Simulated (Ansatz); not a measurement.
# Changed inputs in constrained RPA: K2NiF4 (started from the K2NiF4 type) (I4/mmm)

Wanted: the sensitivity and cost of U and J for K2NiF4 (started from the K2NiF4 type) (I4/mmm).

Calculated with Ansatz 0.2.0; constrained RPA on LDA, plane waves, PAW.

Report form: the programs' logs are mostly left out.

The structure was built from a prototype and need not be the compound's stable phase.

## (1) Starting point

The structure is tetragonal, space group I4/mmm (No. 139). Conventional cell: a = 3.913 Å, b = 3.913 Å, c = 12.478 Å, α = 90.00°, β = 90.00°, γ = 90.00°. Nearest to K lie 9 F at 2.54 to 2.77 Å. Ni has 6 F at 1.91 to 1.96 Å nearest. F has 2 Ni at 1.96 Å and 4 K at 2.65 Å nearest. F has 1 Ni at 1.91 Å and 5 K at 2.54 to 2.77 Å nearest. Farther neighbours and most contacts between anions are not listed.

Structure file:

```cif
data_structure
_symmetry_space_group_name_H-M 'P 1'
_symmetry_Int_Tables_number 1
_cell_length_a 6.8249
_cell_length_b 6.8249
_cell_length_c 6.8249
_cell_angle_alpha 146.685
_cell_angle_beta 146.685
_cell_angle_gamma 47.831
_cell_volume 95.52
loop_
_atom_site_label
_atom_site_type_symbol
_atom_site_fract_x
_atom_site_fract_y
_atom_site_fract_z
_atom_site_occupancy
K1 K 0.35672 0.35672 0.00000 1
K2 K 0.64328 0.64328 0.00000 1
Ni3 Ni 0.00000 0.00000 0.00000 1
F4 F 0.00000 0.50000 0.50000 1
F5 F 0.50000 0.00000 0.50000 1
F6 F 0.15330 0.15330 0.00000 1
F7 F 0.84670 0.84670 0.00000 1
```

The structure was relaxed with LDA. The structure type comes from a generator and need not be one that this composition takes. The structure was generated from a model, not taken from a measurement. The runs that relaxed it are not among those shown. The program's search for lower electronic states was switched off, so nothing shows that the state found is the lowest. The default PAW set here is soft_2. Its files were made with PBE.

## (2) Base: Ni eg, bands v1 to c1, 6×6×6 mesh, medium accuracy

Constrained RPA screens the interaction with every transition except those inside the target bands, which a later many-body model would treat itself.

input.yaml reads:

```yaml
crystal:
  lattice:
    - [6.2389853, 1.95639416, -1.95639416]
    - [6.2389853, -1.95639416, 1.95639416]
    - [-6.2389853, -1.95639416, -1.95639416]
  atoms:
    - { symbol: K, position: [0.3567234915, 0.3567234915, 0.0] }
    - { symbol: K, position: [0.6432765085, 0.6432765085, 0.0] }
    - { symbol: Ni, position: [0.0, 0.0, 0.0] }
    - { symbol: F, position: [0.0, 0.5, 0.5] }
    - { symbol: F, position: [0.5, 0.0, 0.5] }
    - { symbol: F, position: [0.1532958182, 0.1532958182, 0.0] }
    - { symbol: F, position: [0.8467041818, 0.8467041818, 0.0] }
kpoints:
  mp_grid: { grid: [12, 12, 12] }
hamiltonian:
  xc: lda
scf:
  occupations: { method: gaussian, width: 0.08 }
  n_extra_bands: 19
  max_iter: 150
  lower_state_search: "off"
output:
  crpa:
    kmesh: [6, 6, 6]
    target_bands: [v1, c1]
    projections: [{ species: Ni, l: d, shell: 3, orbitals: [dz2, dx2-y2] }]
  local_orbitals:
    kmesh: [6, 6, 6]
    orbitals: [{ species: Ni, l: d, shell: 3, orbitals: [dz2, dx2-y2] }]
    window: { bands: [v1, c1] }
    seedname: lo
```

On the command line:

```sh
ansatz run input.yaml --threads 3 --pin off --max-ram 92160MiB --backend cuda --events-out ev --progress --plain --runs-dir out --devices 1 --max-vram 13GiB  # rebuilt from the run's record
```

Elapsed: 5.2 min, on 1 × NVIDIA H100 80GB HBM3 (shared by 6 runs) with 3 threads of AMD EPYC 7R13 (Zen 3), shared host; peak memory 1.7 GiB; 6 min of CPU time.

Numbers from this step:

| Property | Result |
| --- | --- |
| U | 7.566 eV |
| U prime (inter-orbital) | 6.110 eV |
| J | 0.7331 eV |
| bare V | 22.10 eV |
| bare J | 0.9735 eV |
| stated bound on U | 0.01564 eV |
| U over bare V | 0.3423 |
| electrons in the window | 2.000 |
| head of the constrained inverse dielectric matrix | 0.4396 |
| least eigenvalue of the projection's overlap | 0.6970 |
| target functions | 2 |
| bands in the sums | 66 |
| r.m.s. miss of the model bands | 5.18e-4 eV |
| width of the target bands | 2.164 eV |
| weight of the projected orbitals in the window | 0.7907 |

On the Ni eg shell, screening brings the on-site interaction from 22.1 eV down to U = 7.57 eV.

## (3) Changed: 4×4×4 mesh

Edit input.yaml of step 2 so:

```diff
@@ -24,9 +24,4 @@
   crpa:
-    kmesh: [6, 6, 6]
+    kmesh: [4, 4, 4]
     target_bands: [v1, c1]
     projections: [{ species: Ni, l: d, shell: 3, orbitals: [dz2, dx2-y2] }]
-  local_orbitals:
-    kmesh: [6, 6, 6]
-    orbitals: [{ species: Ni, l: d, shell: 3, orbitals: [dz2, dx2-y2] }]
-    window: { bands: [v1, c1] }
-    seedname: lo
```

Wall time 54 s (1 × NVIDIA H100 80GB HBM3 (shared by 6 runs) with 3 threads); peak memory 1.3 GiB; 71 s of CPU time.

This step gave:

| Property | Result |
| --- | --- |
| U | 7.435 eV |
| U prime (inter-orbital) | 5.978 eV |
| J | 0.7322 eV |
| bare V | 22.12 eV |
| bare J | 0.9740 eV |
| stated bound on U | 0.02277 eV |
| U over bare V | 0.3361 |
| electrons in the window | 2.000 |
| head of the constrained inverse dielectric matrix | 0.4373 |
| least eigenvalue of the projection's overlap | 0.6970 |
| target functions | 2 |
| bands in the sums | 66 |
| width of the target bands | 2.164 eV |
| weight of the projected orbitals in the window | 0.7907 |

On the Ni eg shell, screening brings the on-site interaction from 22.1 eV down to U = 7.44 eV.

## (4) Changed: smooth pair densities

Edit input.yaml of step 3 so:

```diff
@@ -24,4 +24,5 @@
   crpa:
-    kmesh: [4, 4, 4]
+    kmesh: [6, 6, 6]
     target_bands: [v1, c1]
     projections: [{ species: Ni, l: d, shell: 3, orbitals: [dz2, dx2-y2] }]
+    pair_densities: pseudo
```

It took 3.8 min on 1 × NVIDIA H100 80GB HBM3 (shared by 6 runs) with 3 threads; peak memory 1.7 GiB.

Numbers from this step:

- U: 7.649 eV
- U prime (inter-orbital): 6.062 eV
- J: 0.7992 eV
- bare V: 22.10 eV
- bare J: 0.9735 eV
- stated bound on U: 0.004173 eV
- U over bare V: 0.3460
- electrons in the window: 2.000
- head of the constrained inverse dielectric matrix: 0.4402
- least eigenvalue of the projection's overlap: 0.6970
- target functions: 2
- bands in the sums: 66
- width of the target bands: 2.164 eV
- weight of the projected orbitals in the window: 0.7907

On the Ni eg shell, screening brings the on-site interaction from 22.1 eV down to U = 7.65 eV.

## (5) Changed: accuracy high

Edit input.yaml of step 4 so:

```diff
@@ -27,2 +27,2 @@
     projections: [{ species: Ni, l: d, shell: 3, orbitals: [dz2, dx2-y2] }]
-    pair_densities: pseudo
+    accuracy: high
```

The job ended after 6.2 min (1 × NVIDIA H100 80GB HBM3 (shared by 6 runs) with 3 threads; peak memory 1.8 GiB; 7.1 min of CPU time).

This step gave:

```
U                                                 : 7.567 eV
U prime (inter-orbital)                           : 6.112 eV
J                                                 : 0.7332 eV
bare V                                            : 22.10 eV
bare J                                            : 0.9735 eV
stated bound on U                                 : 0.001286 eV
U over bare V                                     : 0.3423
electrons in the window                           : 2.000
head of the constrained inverse dielectric matrix : 0.4396
least eigenvalue of the projection's overlap      : 0.6970
target functions                                  : 2
bands in the sums                                 : 66
width of the target bands                         : 2.164 eV
weight of the projected orbitals in the window    : 0.7907
```

On the Ni eg shell, screening brings the on-site interaction from 22.1 eV down to U = 7.57 eV.

## (6) Changed: one k-point

Edit input.yaml of step 5 so:

```diff
@@ -24,5 +24,4 @@
   crpa:
-    kmesh: [6, 6, 6]
+    kmesh: [1, 1, 1]
     target_bands: [v1, c1]
     projections: [{ species: Ni, l: d, shell: 3, orbitals: [dz2, dx2-y2] }]
-    accuracy: high
```

Run time: 20 s. Hardware: 1 × NVIDIA H100 80GB HBM3 (shared by 6 runs) with 3 threads; peak memory 1.1 GiB.

The run ended normally, though the input holds a fault or crude settings.

The fault put into this input: one k-point. It printed U = 7.97 eV, which is no property of the model meant.

## (7) Changed: volume -6 %

The cell differs from the one that the last finished run ended in (a 6.825 → 6.686 Å, b 6.825 → 6.686 Å, c 6.825 → 6.686 Å).

Edit input.yaml of step 6 so:

```diff
@@ -2,5 +2,5 @@
   lattice:
-    - [6.2389853, 1.95639416, -1.95639416]
-    - [6.2389853, -1.95639416, 1.95639416]
-    - [-6.2389853, -1.95639416, -1.95639416]
+    - [6.1116233324, 1.9164565423, -1.9164565423]
+    - [6.1116233324, -1.9164565423, 1.9164565423]
+    - [-6.1116233324, -1.9164565423, -1.9164565423]
   atoms:
@@ -24,4 +24,9 @@
   crpa:
-    kmesh: [1, 1, 1]
+    kmesh: [6, 6, 6]
     target_bands: [v1, c1]
     projections: [{ species: Ni, l: d, shell: 3, orbitals: [dz2, dx2-y2] }]
+  local_orbitals:
+    kmesh: [6, 6, 6]
+    orbitals: [{ species: Ni, l: d, shell: 3, orbitals: [dz2, dx2-y2] }]
+    window: { bands: [v1, c1] }
+    seedname: lo
```

Run time: 7.6 min. Hardware: 1 × NVIDIA H100 80GB HBM3 (shared by 6 runs) with 3 threads; peak memory 1.7 GiB; 8.6 min of CPU time.

Numbers from this step:

* U: 7.647 eV
* U prime (inter-orbital): 6.181 eV
* J: 0.7383 eV
* bare V: 22.19 eV
* bare J: 0.9782 eV
* stated bound on U: 0.02658 eV
* U over bare V: 0.3447
* electrons in the window: 2.000
* head of the constrained inverse dielectric matrix: 0.4322
* least eigenvalue of the projection's overlap: 0.6895
* target functions: 2
* bands in the sums: 66
* r.m.s. miss of the model bands: 5.64e-4 eV
* width of the target bands: 2.353 eV
* weight of the projected orbitals in the window: 0.7839

On the Ni eg shell, screening brings the on-site interaction from 22.2 eV down to U = 7.65 eV.

## (8) Changed: volume -3 %

The cell differs from the one that the last finished run ended in (a 6.686 → 6.756 Å, b 6.686 → 6.756 Å, c 6.686 → 6.756 Å).

Edit input.yaml of step 7 so:

```diff
@@ -2,5 +2,5 @@
   lattice:
-    - [6.1116233324, 1.9164565423, -1.9164565423]
-    - [6.1116233324, -1.9164565423, 1.9164565423]
-    - [-6.1116233324, -1.9164565423, -1.9164565423]
+    - [6.1759609375, 1.9366312516, -1.9366312516]
+    - [6.1759609375, -1.9366312516, 1.9366312516]
+    - [-6.1759609375, -1.9366312516, -1.9366312516]
   atoms:
```

It took 6.4 min on 1 × NVIDIA H100 80GB HBM3 (shared by 6 runs) with 3 threads; peak memory 1.7 GiB; 7.5 min of CPU time.

This step gave:

| Property | Result |
| --- | --- |
| U | 7.615 eV |
| U prime (inter-orbital) | 6.154 eV |
| J | 0.7360 eV |
| bare V | 22.15 eV |
| bare J | 0.9760 eV |
| stated bound on U | 0.02098 eV |
| U over bare V | 0.3438 |
| electrons in the window | 2.000 |
| head of the constrained inverse dielectric matrix | 0.4361 |
| least eigenvalue of the projection's overlap | 0.6935 |
| target functions | 2 |
| bands in the sums | 66 |
| r.m.s. miss of the model bands | 5.33e-4 eV |
| width of the target bands | 2.255 eV |
| weight of the projected orbitals in the window | 0.7875 |

On the Ni eg shell, screening brings the on-site interaction from 22.1 eV down to U = 7.62 eV.

## (9) Side by side

Times are wall times on 1 × NVIDIA H100 80GB HBM3 (shared by 6 runs) with 3 threads of AMD EPYC 7R13 (Zen 3), shared host, good to a factor of about two.

| run | bare V (eV) | U (eV) | J (eV) | bound on U (eV) | width (eV) | time |
| --- | --- | --- | --- | --- | --- | --- |
| target window | 22.10 | 7.566 | 0.733 | 0.0156 | 2.16 | 5.2 min |
| 4×4×4 mesh | 22.12 | 7.435 | 0.732 | 0.0228 | 2.16 | 54 s |
| smooth pair densities | 22.10 | 7.649 | 0.799 | 0.0042 | 2.16 | 3.8 min |
| accuracy high | 22.10 | 7.567 | 0.733 | 0.0013 | 2.16 | 6.2 min |
| volume -6 % | 22.19 | 7.647 | 0.738 | 0.0266 | 2.35 | 7.6 min |
| volume -3 % | 22.15 | 7.615 | 0.736 | 0.0210 | 2.25 | 6.4 min |

## (10) Results

| Quantity | Value |
| --- | --- |
| target window | U 7.57 eV, J 0.73 eV |
| 4×4×4 mesh | U 7.44 eV, J 0.73 eV |
| smooth pair densities | U 7.65 eV, J 0.80 eV |
| accuracy high | U 7.57 eV, J 0.73 eV |
| volume -6 % | U 7.65 eV, J 0.74 eV |
| volume -3 % | U 7.62 eV, J 0.74 eV |

4×4×4 mesh moves U by −0.13 eV at 0.17 times the time. Smooth pair densities moves U by +0.08 eV. Accuracy high moves U by +0.002 eV (within the solver's bounds, for the mean over orbitals). Volume -6 % moves U by +0.08 eV. Volume -3 % moves U by +0.05 eV. The printed bound covers the solver alone, not the mesh, and no denser mesh than the base was run. The parent state is non-magnetic and the interaction static (zero frequency); U depends on the window and the orbitals, so it belongs to this model alone.

[Paths, hosts, dates, memory and timing lines, banners, echoed tables and standing remarks are left out of the program output.]

[Logs are printed without paths, hosts, clocks, repeated set-up lines and the standing remarks that a program may print on its own settings, such as how far it seeks lower states.]

[Runs of the session that timed out or met a known fault of the program may be left out.]

[Hosts, paths, dates, database ids (printed as entryN), source tags and the programs' standing remarks are cut or masked in the printed files.]
